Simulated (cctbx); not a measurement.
**What is wrong with this refinement?**

Cell a = 4.7530 Å, b = 5.8560 Å, c = 11.2250 Å, α = 90.00°, β = 90.00°, γ = 90.00°; space group Amm2 (no. 38).

Simulated single-crystal data (cctbx): Mo Kα, λ = 0.71073 Å, to d = 0.8 Å, 50 % of the full sphere, strongest reflection 20000 counts, noise from counting, a 3 % proportional error and a noise floor of 15 counts (s.d.); no absorption.

An anisotropic refinement with weights 1/σ² prints:

```text
Rint 0.024, 342 unique reflections to 0.80 A
cycle     R1     wR2    GooF  max shift (A)
   1  0.0274  0.0617   1.446   0.00408
   2  0.0262  0.0581   1.362   0.00009
final R1 0.0262 wR2 0.0581 GooF 1.362  parameters 28  data/parameter 12.2
atom        x        y        z      Ueq    occ   su(xyz)  su(Uiso or U11)
Ba1    0.50000  0.00000  0.82633   0.0050  1.000  0.00010  0.0005
Zn1    0.00000  0.50000  0.67974   0.0050  1.000  0.00019  0.0011
Zn2    0.00000  0.00000  0.66173   0.0101  1.000  0.00023  0.0013
Zn3    0.00000  0.74968  0.92446   0.0055  1.000  0.00024  0.0010
Zn4    0.50000  0.25736  0.56948   0.0047  1.000  0.00169  0.0010
Si1    0.50000  0.50000  0.85939   0.0072  1.000  0.00081  0.0025
Flack x: 0.96(6)
Hooft y: 1.021(63)  Bijvoet pairs: 148
difference map: max 0.69 min -0.72 rms 0.20
Q1    0.5000  0.0000  0.2957    2    0.70  0.71 A from Si1
Q2    0.2813  0.0000  0.1144    4    0.65  1.53 A from Zn1
Q3    0.1572  0.2432  0.2790    8    0.63  1.80 A from Zn3
Q4    0.0000  0.0000  0.1253    2    0.62  0.61 A from Zn1
Q5    0.0000  0.0000  0.6780    2    0.60  0.18 A from Zn2
Q6    0.1140  0.2441  0.3520    8    0.60  0.98 A from Zn3
```

Q: Accept it or mend it, and why?

Mend it. The fault: the structure inverted. Against the right model at the same level, R1 goes from 0.0187 to 0.0262 and GooF from 0.93 to 1.36. Only the Bijvoet differences see the inversion, so R1 moves little while x goes to 1 − x. Flack x = 0.96 with s.u. 0.06: x is within 3 s.u. of 1: the model is inverted.

The compound is BaZn6Si. The right model at the same level gives:

```text
Rint 0.024, 342 unique reflections to 0.80 A
cycle     R1     wR2    GooF  max shift (A)
   1  0.0211  0.0441   1.034   0.00234
   2  0.0187  0.0397   0.931   0.00005
final R1 0.0187 wR2 0.0397 GooF 0.931  parameters 28  data/parameter 12.2
atom        x        y        z      Ueq    occ   su(xyz)  su(Uiso or U11)
Ba1    0.50000  0.00000  0.17379   0.0051  1.000  0.00007  0.0003
Zn1    0.00000  0.50000  0.32035   0.0052  1.000  0.00013  0.0008
Zn2    0.00000  0.00000  0.33831   0.0107  1.000  0.00016  0.0009
Zn3    0.00000  0.25029  0.07522   0.0064  1.000  0.00016  0.0007
Zn4    0.50000  0.74232  0.43025   0.0038  1.000  0.00106  0.0007
Si1    0.50000  0.50000  0.14067   0.0056  1.000  0.00055  0.0016
Flack x: 0.02(5)
Hooft y: -0.015(61)  Bijvoet pairs: 148
difference map: max 0.80 min -0.65 rms 0.19
Q1    0.2904  0.0000  0.7356    4    0.80  1.46 A from Si1
Q2    0.1034  0.2576  0.1485    8    0.72  0.96 A from Zn3
Q3    0.1896  0.2561  0.0099    8    0.60  1.16 A from Zn3
Q4    0.2713  0.0000  0.8915    4    0.58  1.52 A from Zn1
Q5    0.0000  0.1283  0.1437    4    0.57  1.05 A from Zn3
Q6    0.3360  0.1650  0.6784    8    0.56  1.31 A from Si1
```

This is a model crystal, built by substitution and not relaxed, with assumed displacement parameters.

[Middle refinement cycles are left out of these outputs.]

[Logs are printed without paths, hosts, clocks, repeated set-up lines and the standing remarks that a program may print on its own settings, such as how far it seeks lower states.]
